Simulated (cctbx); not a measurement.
# Symmetry from intensities

Cell: a = 14.1820 Å, b = 8.3640 Å, c = 10.8850 Å, α = 90.00°, β = 116.88°, γ = 90.00°. Expected content of the cell: Pb12 Tm8 Ti36.

Simulated single-crystal data (cctbx): Mo Kα, λ = 0.71073 Å, to d = 0.77 Å, 50 % of the full sphere, strongest reflection 20000 counts, noise from counting, a 6 % proportional error and a noise floor of 15 counts (s.d.); no absorption.

A first pass over the reflections prints:

```text
5286 reflections to d = 0.770 A
centring   violations  <I/sigma> of those
    A        830 of  2655      3.5
    B        830 of  2616      3.6
    C          0 of  2677     -0.0
    I        873 of  2640      3.8
    R       1124 of  3566      3.7
    F        830 of  3974      2.3
Laue class    unique    Rint  (classes that these axes allow; Friedel mates merged)
C 1 2/m 1        1264   0.050
space group    extra absences  I>4sigma  <I/sigma>
C 1 2 1                 0          0         -  acentric
C 1 m 1                 0          0         -  acentric
C 1 c 1                92          0       0.1  acentric
C 1 n 1                92          0       0.1  acentric
C 1 2/m 1               0          0         -  centric
C 1 2/c 1              92          0       0.1  centric
C 1 2/n 1              92          0       0.1  centric
Wilson B = 0.53 A^2   <|E^2-1|> = 1.063 (0.968 centric, 0.736 acentric)   E^2>4: 6.6 %
shell (A)         n   <I/sigma>
 9.71 - 1.54    162     11.0
 1.54 - 1.22    160      9.8
 1.22 - 1.07    158     11.4
 1.07 - 0.97    164      9.0
 0.97 - 0.90    151     10.0
 0.90 - 0.85    161     10.0
 0.85 - 0.81    159      8.7
 0.81 - 0.77    149      8.6
```

Q: Read the symmetry from these tables.

The reflections that C centring forbids are absent (⟨I/σ⟩ near 0), so the lattice is C.

Only C 1 2/m 1 fits these axes (Rint 0.050); a search for a hidden higher lattice was not made.

7 settings pass the absence test. The most absences obeyed, 92, belong to C 1 c 1, C 1 n 1, C 1 2/c 1 and C 1 2/n 1, which absences can't tell apart.

⟨|E²−1|⟩ = 1.063 leans to a centrosymmetric structure. The Wilson B of 0.53 Å² means U ≈ 0.0067 Å².

The true group is C2/c (no. 15), Laue class 2/m, centrosymmetric. The tables only narrow the choice to the tied entries; cell content, site symmetry and trial solutions must settle it.

This is a model crystal, built by substitution and not relaxed, with assumed displacement parameters.

[Logs are printed without paths, hosts, clocks, repeated set-up lines and the standing remarks that a program may print on its own settings, such as how far it seeks lower states.]
